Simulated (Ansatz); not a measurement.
# linear Li chain: one chain at several levels of theory, part 2 of 4

Wanted: the relaxed geometry and the open channels of the linear Li chain, by several methods.

Ansatz 0.2.0; DFT PBE, plane waves, PAW; relaxation of a chain's period (the session's first sound run).

So far. Step 2 (The relaxed wire, level PBE, cutoff 420 eV): The cell's length comes to 3.011 Å with no moment. That is +26 % against the start, more than a small adjustment.

### 3. The wire at its relaxed period, level PBE, cutoff 420 eV

This step: DFT PBE, plane waves, PAW; channels and complex bands of a perfect chain (Ansatz 0.2.0).

At the relaxed period the Bloch states of the perfect chain are found at each energy: those that move forward count the open channels, and those that decay describe how a disturbance dies away inside the wire itself. An energy step of 0.035 eV is under the 0.039 eV that the program asks for its thermal average at 300 K.

input.yaml reads:

```yaml
crystal:
  lattice:
    - [7.5, 0.0, 0.0]
    - [0.0, 7.5, 0.0]
    - [0.0, 0.0, 3.0114145677]
  atoms:
    - { symbol: Li, position: [0.5, 0.5, 0.0] }
kpoints:
  mp_grid: { grid: [1, 1, 27] }
  band_path: { path: ["Γ", Z], npoints: 60 }
scf:
  occupations: { method: fermi_dirac, width: 0.05 }
hamiltonian:
  xc: pbe
output:
  transmission:
    e_range: [-2, 2]
    de: 0.035
    kmesh: [1, 1]
    reduced_basis: true
    leads: [[0, 0]]
  dos: { projected: true, e_range: [-6, 4] }
  write_potential: true
  write_density: true
  volumetric_format: npy
  elf: true
```

Command:

```
ansatz run input.yaml --threads 4 --pin off --max-ram 8192MiB --backend cpu --events-out ev --progress --plain --runs-dir out
```

Numbers of over 12 decimals in the logs are rounded to 6 here.

Output:

```text
[...]
Crystal: 1 atoms, lattice volume = 169.392 Å³
Basis set: ecut = 420 eV, 3323 PW (Γ)
Bands: 6, of which v1, the nominal top of the filled ones, is band 2 counted from 1 (1 counted from 0)
Symmetry: 16 space group operations
[...]
k-points: 14 of 27
[...]
SCF iter   1: F=—  HF=-203.727097 eV  |F-HF|=—  |Δ(HF+E_count)|=         —  Δρ=7.01e-4  dr2=6.10e-3  ethr=1.77e-3  ⟨swp⟩=4.6  Hψ=687  notcnv=0
[...]
SCF iter   6: F=-203.726421 eV  HF=-203.726421 eV  |F-HF|=7.43e-10  |Δ(HF+E_count)|=   2.67e-8  Δρ=3.14e-7  dr2=1.17e-10  ethr=1.53e-10  ⟨swp⟩=1.4  Hψ=262  notcnv=0
SCF 1 converged in 6 iterations: F = -203.726421 eV  dr2 = 1.17e-10
[...]
NSCF: frozen V_eff on 61 k-points
transmission: 4 of 24 steps passed
transmission: 8 of 24 steps passed
[...]
transmission: 24 of 24 steps passed
WARN: The input density's exchange-correlation potential varies sharply where the density is thin. Do not read a vacuum level from v_tot or v_xc, or from such a field of the output density. On a cell that repeats whose density bears no net charge and no dipole along the vacuum's axis use v_es (v_loc + v_h of the components); under efield.dipole_correction with no amplitude use v_es + v_field, which holds any external [...]
SCF converged after 6 iterations
Free energy (F): -203.726421 eV
[...]
Internal energy: -203.720566 eV  (E = F + TS)
E sigma→0 (E₀):  -203.723494 eV
Entropy (-TS):   -0.005855 eV (-5.855 meV/atom)
Fermi energy:    -2.786402 eV
[...]
--- Band table (eV; the first three rows and the last of 14) ---
[...]
--- Transmission ---
  basis      : 497 plane waves across, 4 finite elements along
  points     : 1, standing for a mesh of 1 x 1
  filling    : by the input's occupations and mesh, since the crystals that have channels conduct as metals do. If one of these is a semiconductor, that mesh has misplaced its level
  energies   : 115 from -2.000000 to 1.990000 eV about the Fermi level, 0.035000 eV apart; the leads are filled to 0.000000 eV, and channels, transmission and decay are at -0.005000 eV
  crystal 0  : Li1, at the sites [0, 0], period 3.0114 Å: whole cells are its period
    offset         : up to 0.0000 Å between an atom of the period and one for which it stands
    filled         : 8.0 meV over the level at which it is neutral
    channels       : 1.000000e0 a spin
    conductance    : 1.3774e14 S/m² at 300 K; may be off by some 0.0 % by where its bands' edges are placed, 0.0 % from the distance to neutral
```

Run time: 5.4 s. Hardware: 4 threads of Arm Neoverse V1, shared host; peak memory 0.37 GiB; 18 s of CPU time.

In the SCF lines HF is the Harris–Foulkes energy and dr2 the Hartree energy of the density residual, in eV; the loop may stop once dr2 is under the threshold and the program's other checks hold. Hψ counts applications of the Hamiltonian.

This step gave:

```yaml
energy_at_zero_smearing: -203.7235 eV
channels_at_the_energy_nearest_the_fermi_level_one_spin: 1
conductance_of_the_lead_as_this_run_defines_it: 1.0000 G₀
band_gap: 0 eV
```

Open channels of the lead, one spin against energy, zero at the Fermi level:

| energy (eV) | open channels of the lead, one spin |
| --- | --- |
| -0.810 | 0 |
| -0.600 | 1 |
| -0.390 | 1 |
| -0.215 | 1 |
| -0.005 | 1 |
| 0.205 | 1 |
| 0.415 | 1 |
| 0.590 | 1 |
| 0.800 | 1 |
| 1.010 | 1 |
| 1.185 | 1 |
| 1.395 | 0 |
| 1.605 | 0 |
| 1.815 | 2 |

The slowest values at each energy, most degenerate partners merged, listed up to 1.5 1/Å. The Im kz of the slowest decaying states by energy, zero at the Fermi level:

| energy (eV) | decay 1 (Å⁻¹) | decay 2 (Å⁻¹) | decay 3 (Å⁻¹) | decay 4 (Å⁻¹) |
| --- | --- | --- | --- | --- |
| -2.000 | 0.641 | 1.00 | 1.24 | 1.25 |
| -1.790 | 0.585 | 0.973 | 1.21 | 1.23 |
| -1.615 | 0.534 | 0.949 | 1.19 | 1.20 |
| -1.405 | 0.464 | 0.919 | 1.17 | 1.18 |
| -1.195 | 0.381 | 0.888 | 1.15 | 1.15 |
| -0.985 | 0.273 | 0.856 | 1.12 | 1.13 |
| -0.810 | 0.120 | 0.829 | 1.10 | 1.10 |
| -0.600 | 0.794 | 1.07 | 1.08 | 1.29 |
| -0.390 | 0.759 | 1.04 | 1.05 | 1.27 |
| -0.215 | 0.727 | 1.02 | 1.03 | 1.26 |
| -0.005 | 0.688 | 0.989 | 1.00 | 1.23 |
| 0.205 | 0.646 | 0.957 | 0.974 | 1.21 |
| 0.415 | 0.601 | 0.924 | 0.945 | 1.19 |
| 0.590 | 0.561 | 0.895 | 0.920 | 1.17 |
| 0.800 | 0.509 | 0.859 | 0.890 | 1.14 |
| 1.010 | 0.451 | 0.822 | 0.858 | 1.12 |
| 1.185 | 0.396 | 0.789 | 0.831 | 1.10 |
| 1.395 | 0.0363 | 0.317 | 0.748 | 0.797 |
| 1.605 | 0.132 | 0.211 | 0.704 | 0.762 |
| 1.815 | 0.172 | 0.657 | 0.725 | 1.02 |

Electronic bands along the path, in eV, zero at the Fermi level:

| point | band 2 | band 3 | band 4 | band 5 | band 6 |
| --- | --- | --- | --- | --- | --- |
| Γ | -0.77 | 1.77 | 1.77 | 3.20 | 3.82 |
| halfway | -0.01 | 2.78 | 2.78 | 3.97 | 4.85 |
| Z | 1.38 | 3.82 | 5.26 | 5.26 | 6.54 |

The electronic bands as a text plot (rows in eV, shown from -0.8 to 3.8 only):

```
    3.7 |                    *****             **
    3.5 |               *****                **
    3.3 |       ********                   **
    3.1 |*******                        ***
    3.0 |                             **
    2.8 |                           **
    2.6 |                        ***
    2.4 |                    ****
    2.2 |                ****
    2.0 |          ******
    1.8 |**********
    1.6 |
    1.4 |                                                     ***
    1.2 |                                                *****
    1.0 |                                            ****
    0.9 |                                          **
    0.7 |                                      ****
    0.5 |                                   ***
    0.3 |                               ****
    0.1 |                            ***
   -0.1 |                        ****
   -0.3 |                    ****
   -0.5 |              ******
   -0.7 |**************
         Γ                                                      Z
```

Valence density in the ca plane at fractional y = 0.500, with atoms of Li within 0.2 Å of it. It is the smooth field of the valence electrons, not physical close to the nuclei.

Ten steps, logarithmic in the rise over the least value, from '_' (0.0 e/Å³) to '@' (8.6 e/Å³), each cell a mean:
```
________________________________
________________________________
________________________________
________________________________
________________________________
________________________________
________________________________
________________________________
________________________________
::::..______________________..::
%%##++::..______..______..::++##
@@@@##--..................--##@@
%%%%**::..______..______..::**%%
++==::..__________________..::==
________________________________
________________________________
________________________________
________________________________
________________________________
________________________________
________________________________
________________________________
________________________________
________________________________
```
Columns run along c (3.0 Å), rows up along a (7.5 Å). Atoms in or near the plane, at fractional coordinates: Li at (0.00, 0.50).

ELF in the ca plane at fractional y = 0.500, with atoms of Li within 0.2 Å of it. It is the smooth field of the valence electrons, not physical close to the nuclei.

Values, 24 rows by 16 columns, each cell a mean:
```
0.3 0.4 0.4 0.4 0.4 0.4 0.4 0.4 0.4 0.4 0.4 0.4 0.4 0.4 0.4 0.4
0.4 0.4 0.4 0.4 0.4 0.4 0.5 0.5 0.5 0.5 0.5 0.4 0.4 0.4 0.4 0.4
0.5 0.5 0.5 0.5 0.6 0.6 0.6 0.6 0.6 0.6 0.6 0.6 0.6 0.5 0.5 0.5
0.6 0.6 0.6 0.7 0.7 0.7 0.7 0.7 0.7 0.7 0.7 0.7 0.7 0.7 0.6 0.6
0.7 0.7 0.8 0.8 0.8 0.8 0.8 0.9 0.9 0.9 0.8 0.8 0.8 0.8 0.8 0.7
0.8 0.8 0.8 0.9 0.9 0.9 0.9 0.9 0.9 0.9 0.9 0.9 0.9 0.9 0.8 0.8
0.8 0.8 0.8 0.9 0.9 0.9 1.0 1.0 1.0 1.0 1.0 0.9 0.9 0.9 0.8 0.8
0.4 0.4 0.5 0.7 0.9 1.0 1.0 1.0 1.0 1.0 1.0 1.0 0.9 0.7 0.5 0.4
0.1 0.1 0.1 0.2 0.5 0.9 1.0 1.0 1.0 1.0 1.0 0.9 0.5 0.2 0.1 0.1
0.2 0.1 0.0 0.0 0.1 0.5 0.9 1.0 1.0 1.0 0.9 0.5 0.1 0.0 0.0 0.1
0.9 0.9 0.6 0.1 0.0 0.1 0.7 1.0 1.0 1.0 0.7 0.1 0.0 0.1 0.6 0.9
1.0 1.0 1.0 0.3 0.0 0.1 0.5 1.0 1.0 1.0 0.5 0.1 0.0 0.3 1.0 1.0
1.0 1.0 0.8 0.2 0.0 0.1 0.6 1.0 1.0 1.0 0.6 0.1 0.0 0.2 0.8 1.0
0.5 0.4 0.2 0.0 0.0 0.3 0.8 1.0 1.0 1.0 0.8 0.3 0.0 0.0 0.2 0.4
0.0 0.0 0.0 0.1 0.3 0.8 1.0 1.0 1.0 1.0 1.0 0.8 0.3 0.1 0.0 0.0
0.2 0.2 0.4 0.6 0.8 0.9 1.0 1.0 1.0 1.0 1.0 0.9 0.8 0.6 0.4 0.2
0.7 0.7 0.8 0.9 0.9 1.0 1.0 1.0 1.0 1.0 1.0 1.0 0.9 0.9 0.8 0.7
0.8 0.8 0.8 0.9 0.9 0.9 0.9 0.9 1.0 0.9 0.9 0.9 0.9 0.9 0.8 0.8
0.8 0.8 0.8 0.8 0.8 0.9 0.9 0.9 0.9 0.9 0.9 0.9 0.8 0.8 0.8 0.8
0.7 0.7 0.7 0.7 0.7 0.8 0.8 0.8 0.8 0.8 0.8 0.8 0.7 0.7 0.7 0.7
0.6 0.6 0.6 0.6 0.6 0.6 0.6 0.7 0.7 0.7 0.6 0.6 0.6 0.6 0.6 0.6
0.4 0.4 0.5 0.5 0.5 0.5 0.5 0.5 0.5 0.5 0.5 0.5 0.5 0.5 0.5 0.4
0.4 0.4 0.4 0.4 0.4 0.4 0.4 0.4 0.4 0.4 0.4 0.4 0.4 0.4 0.4 0.4
0.3 0.3 0.3 0.3 0.4 0.4 0.4 0.4 0.4 0.4 0.4 0.4 0.4 0.3 0.3 0.3
```
Columns run along c (3.0 Å), rows up along a (7.5 Å). Atoms in or near the plane, at fractional coordinates: Li at (0.00, 0.50).

Electrostatic potential energy in the ca plane at fractional y = 0.500, with atoms of Li within 0.2 Å of it. With pseudopotentials it is smooth inside the atoms' cores, unlike the true potential.

Values in eV, 24 rows by 16 columns, each cell a mean:
```
  1   1   1   1   1   1   1   1   1   1   1   1   1   1   1   1
  1   1   1   1   1   1   1   1   1   1   1   1   1   1   1   1
  1   1   1   1   1   1   1   1   1   1   1   1   1   1   1   1
  1   1   1   1   1   1   1   1   1   1   1   1   1   1   1   1
  0   0   0   0   0   0   1   1   1   1   1   0   0   0   0   0
  0   0   0   0   0   0   0   0   0   0   0   0   0   0   0   0
 -1  -1  -1  -1   0   0   0   0   0   0   0   0   0  -1  -1  -1
 -3  -3  -2  -2  -1  -1  -1   0   0   0  -1  -1  -1  -2  -2  -3
 -6  -5  -5  -4  -3  -2  -1  -1  -1  -1  -1  -2  -3  -4  -5  -5
-15 -14 -10  -7  -5  -4  -3  -2  -2  -2  -3  -4  -5  -7 -10 -14
-29 -28 -24 -15  -8  -5  -4  -3  -2  -3  -4  -5  -8 -15 -24 -28
-30 -30 -30 -22 -10  -6  -4  -3  -3  -3  -4  -6 -10 -22 -30 -30
-30 -30 -27 -18  -9  -5  -4  -3  -2  -3  -4  -5  -9 -18 -27 -30
-22 -21 -16 -10  -6  -4  -3  -2  -2  -2  -3  -4  -6 -10 -16 -21
 -7  -7  -6  -5  -4  -3  -2  -1  -1  -1  -2  -3  -4  -5  -6  -7
 -3  -3  -3  -2  -2  -1  -1  -1  -1  -1  -1  -1  -2  -2  -3  -3
 -1  -1  -1  -1  -1   0   0   0   0   0   0   0  -1  -1  -1  -1
  0   0   0   0   0   0   0   0   0   0   0   0   0   0   0   0
  0   0   0   0   0   0   0   0   0   0   0   0   0   0   0   0
  1   1   1   1   1   1   1   1   1   1   1   1   1   1   1   1
  1   1   1   1   1   1   1   1   1   1   1   1   1   1   1   1
  1   1   1   1   1   1   1   1   1   1   1   1   1   1   1   1
  1   1   1   1   1   1   1   1   1   1   1   1   1   1   1   1
  1   1   1   1   1   1   1   1   1   1   1   1   1   1   1   1
```
Columns run along c (3.0 Å; values clipped at the 3rd and 97th percentile), rows up along a (7.5 Å). Atoms in or near the plane, at fractional coordinates: Li at (0.00, 0.50).

By hand: the program gives 1.3774 × 10^14 S/m² over the cell's cross-section of 56.25 Å² = 5.625 × 10^-19 m², so one cell conducts 7.748 × 10^-5 S. Divided by G0 = 2e²/h = 7.748 × 10^-5 S this is 1.000 G0, a resistance of 12.9 kΩ.

At the computed energy nearest the Fermi level there are 1 channel a spin, and the thermal average gives 1.000 G₀.

### 4. Relaxation of atoms and period

This step: DFT RPBE, plane waves, PAW; relaxation of a chain's period (Ansatz 0.2.0).

The relaxation is repeated under another functional. RPBE strengthens the exchange enhancement and tends to longer, weaker bonds than PBE.

input.yaml reads:

```yaml
crystal:
  lattice:
    - [7.5, 0.0, 0.0]
    - [0.0, 7.5, 0.0]
    - [0.0, 0.0, 2.3808]
  atoms:
    - { symbol: Li, position: [0.5, 0.5, 0.0], spin: 0.5 }
magnetization:
  spin_polarized: true
kpoints:
  mp_grid: { grid: [1, 1, 34] }
scf:
  occupations: { method: fermi_dirac, width: 0.05 }
hamiltonian:
  xc: rpbe
relax:
  cell: { fix: [a, b, alpha, beta, gamma] }
  max_steps: 60
```

Output:

```text
[...]
Crystal: 1 atoms, lattice volume = 133.920 Å³
Basis set: ecut = 420 eV, 2599 PW (Γ), exchange–correlation on 108×108×32 points (8 copies of the dense FFT grid, shifted against one another)
Bands: 6, of which v1, the nominal top of the filled ones, is band 2 counted from 1 (1 counted from 0)
Symmetry: 16 space group operations
[...]
-0.275812      -0.000000      -0.000000
       -0.000000      -0.275812       0.000000
       -0.000000       0.000000       0.045826
  P = ⅓ Tr σ = -0.1686 GPa (-1.686 kbar)
--- Relaxed structure (8 steps of the walk, 8 accepted, 1 SCFs on fresh bases) ---
[...]
cell:  # Å, volume = 170.3709 Å³
    - [7.5, 0.0, 0.0]
    - [0.0, 7.5, 0.0]
    - [0.0, 0.0, 3.028816]
  atoms:
    - { symbol: Li, position: [0.5, 0.5, 0.0] }
[key lines of the parts left out:]
SCF converged after 14 iterations
Magnetization: 0.0000 μB (1.5000 up, 1.5000 down)
Free energy (F): -204.551128 eV
Fermi energy:    -2.755965 eV
```

Elapsed: 7.4 s, on 4 threads; peak memory 0.37 GiB; 26 s of CPU time.

The steps of the relaxation:

| step | energy less that of the first step (eV) | largest force component (eV/Å) | pressure (GPa) | volume (Å³) |
| --- | --- | --- | --- | --- |
| 1 | 0.0000 | 0.0000 | 0.69 | 133.92 |
| 2 | -0.0933 | 0.0000 | 0.45 | 140.45 |
| 3 | -0.1599 | 0.0000 | 0.25 | 146.98 |
| 4 | -0.2046 | 0.0000 | 0.10 | 153.48 |
| 5 | -0.2325 | 0.0000 | -0.03 | 160.18 |
| 6 | -0.2453 | 0.0000 | -0.14 | 166.87 |
| 7 | -0.2468 | 0.0000 | -0.18 | 169.83 |
| 8 | -0.2469 | 0.0000 | -0.19 | 170.37 |
| 9* | -0.2493 | 0.0000 | -0.17 | 170.37 |

Relaxation steps marked * repeat the geometry before them on a plane-wave basis chosen anew for their cell, so energy and pressure can jump there.

| cell as run | before | after | change |
| --- | --- | --- | --- |
| c (Å) | 2.381 | 3.029 | +27.2 % |

The relaxed structure:

```xyz
1
Lattice="7.5000 0.0000 0.0000 0.0000 7.5000 0.0000 0.0000 0.0000 3.0288" Properties=species:S:1:pos:R:3
Li    3.7500    3.7500    0.0000
```

The cell's length comes to 3.029 Å, +0.6 % against the first run, with no moment. That is +27 % against the start, more than a small adjustment.

The cell grew by 27.2 % in its periodic edges.

### 5. Bands of the perfect wire, level RPBE, cutoff 420 eV

This step: DFT RPBE, plane waves, PAW; channels and complex bands of a perfect chain (Ansatz 0.2.0).

The channels are counted again under RPBE, at the period that it gave.

input.yaml reads:

```yaml
crystal:
  lattice:
    - [7.5, 0.0, 0.0]
    - [0.0, 7.5, 0.0]
    - [0.0, 0.0, 3.0288155704]
  atoms:
    - { symbol: Li, position: [0.5, 0.5, 0.0] }
kpoints:
  mp_grid: { grid: [1, 1, 27] }
  band_path: { path: ["Γ", Z], npoints: 60 }
scf:
  occupations: { method: fermi_dirac, width: 0.05 }
hamiltonian:
  xc: rpbe
output:
  transmission:
    e_range: [-2, 2]
    de: 0.035
    kmesh: [1, 1]
    reduced_basis: true
    leads: [[0, 0]]
  dos: { projected: true, e_range: [-6, 4] }
```

Output:

```text
[...]
Crystal: 1 atoms, lattice volume = 170.371 Å³
Basis set: ecut = 420 eV, 3339 PW (Γ)
Bands: 6, of which v1, the nominal top of the filled ones, is band 2 counted from 1 (1 counted from 0)
Symmetry: 16 space group operations
[...]
k-points: 14 of 27
[...]
Fermi energy:    -2.750242 eV
[...]
--- Band table (eV; the first three rows and the last of 14) ---
[...]
--- Transmission ---
  basis      : 497 plane waves across, 4 finite elements along
  points     : 1, standing for a mesh of 1 x 1
[...]
crystal 0  : Li1, at the sites [0, 0], period 3.0288 Å: whole cells are its period
[...]
filled         : 8.0 meV over the level at which it is neutral
    channels       : 1.000000e0 a spin
[...]
[key lines of the parts left out:]
SCF converged after 6 iterations
Free energy (F): -204.551044 eV
```

Run time: 5.9 s. Hardware: 4 threads; peak memory 0.37 GiB.

At the computed energy nearest the Fermi level there are 1 channel a spin, and the thermal average gives 1.000 G₀.

### 6. Relaxation of atoms and period

This step: DFT PBEsol, plane waves, PAW; relaxation of a chain's period (Ansatz 0.2.0).

The relaxation is repeated under another functional. PBEsol weakens PBE's gradient terms and usually lands between LDA and PBE.

input.yaml reads:

```yaml
crystal:
  lattice:
    - [7.5, 0.0, 0.0]
    - [0.0, 7.5, 0.0]
    - [0.0, 0.0, 2.3808]
  atoms:
    - { symbol: Li, position: [0.5, 0.5, 0.0], spin: 0.5 }
magnetization:
  spin_polarized: true
kpoints:
  mp_grid: { grid: [1, 1, 34] }
scf:
  occupations: { method: fermi_dirac, width: 0.05 }
hamiltonian:
  xc: pbesol
relax:
  cell: { fix: [a, b, alpha, beta, gamma] }
  max_steps: 60
```

Output:

```text
[...]
Crystal: 1 atoms, lattice volume = 133.920 Å³
Basis set: ecut = 420 eV, 2599 PW (Γ), exchange–correlation on 108×108×32 points (8 copies of the dense FFT grid, shifted against one another)
Bands: 6, of which v1, the nominal top of the filled ones, is band 2 counted from 1 (1 counted from 0)
Symmetry: 16 space group operations
[...]
-0.331558       0.000000       0.000000
        0.000000      -0.331558       0.000000
        0.000000       0.000000       0.036046
  P = ⅓ Tr σ = -0.2090 GPa (-2.090 kbar)
--- Relaxed structure (8 steps of the walk, 8 accepted, 1 SCFs on fresh bases) ---
[...]
cell:  # Å, volume = 170.5013 Å³
    - [7.5, 0.0, 0.0]
    - [0.0, 7.5, 0.0]
    - [0.0, 0.0, 3.031134]
  atoms:
    - { symbol: Li, position: [0.5, 0.5, 0.0] }
[key lines of the parts left out:]
SCF converged after 12 iterations
Magnetization: -0.0000 μB (1.5000 up, 1.5000 down)
Free energy (F): -201.986473 eV
Fermi energy:    -2.775216 eV
```

Run time: 6.8 s. Hardware: 4 threads; peak memory 0.37 GiB; 24 s of CPU time.

Step by step:

| step | energy less that of the first step (eV) | largest force component (eV/Å) | pressure (GPa) | volume (Å³) |
| --- | --- | --- | --- | --- |
| 1 | 0.0000 | 0.0000 | 0.63 | 133.92 |
| 2 | -0.0909 | 0.0000 | 0.40 | 140.45 |
| 3 | -0.1556 | 0.0000 | 0.21 | 146.98 |
| 4 | -0.1984 | 0.0000 | 0.06 | 153.36 |
| 5 | -0.2257 | 0.0000 | -0.07 | 160.06 |
| 6 | -0.2384 | 0.0000 | -0.17 | 166.75 |
| 7 | -0.2402 | 0.0000 | -0.21 | 169.85 |
| 8 | -0.2402 | 0.0000 | -0.22 | 170.50 |
| 9* | -0.2419 | 0.0000 | -0.21 | 170.50 |

Relaxation steps marked * repeat the geometry before them on a plane-wave basis chosen anew for their cell, so energy and pressure can jump there.

| cell as run | before | after | change |
| --- | --- | --- | --- |
| c (Å) | 2.381 | 3.031 | +27.3 % |

Final coordinates:

```cif
data_structure
_symmetry_space_group_name_H-M 'P 1'
_symmetry_Int_Tables_number 1
_cell_length_a 7.5000
_cell_length_b 7.5000
_cell_length_c 3.0311
_cell_angle_alpha 90.000
_cell_angle_beta 90.000
_cell_angle_gamma 90.000
_cell_volume 170.50
loop_
_atom_site_label
_atom_site_type_symbol
_atom_site_fract_x
_atom_site_fract_y
_atom_site_fract_z
_atom_site_occupancy
Li1 Li 0.50000 0.50000 0.00000 1
```

The cell's length comes to 3.031 Å, +0.7 % against the first run, with no moment. That is +27 % against the start, more than a small adjustment.

The cell grew by 27.3 % in its periodic edges.

[end of part 2 of 4]

[Logs are printed without paths, hosts, clocks, repeated set-up lines and the standing remarks that a program may print on its own settings, such as how far it seeks lower states.]

[Hosts, paths, dates, database ids (printed as entryN), source tags and the programs' standing remarks are cut or masked in the printed files.]
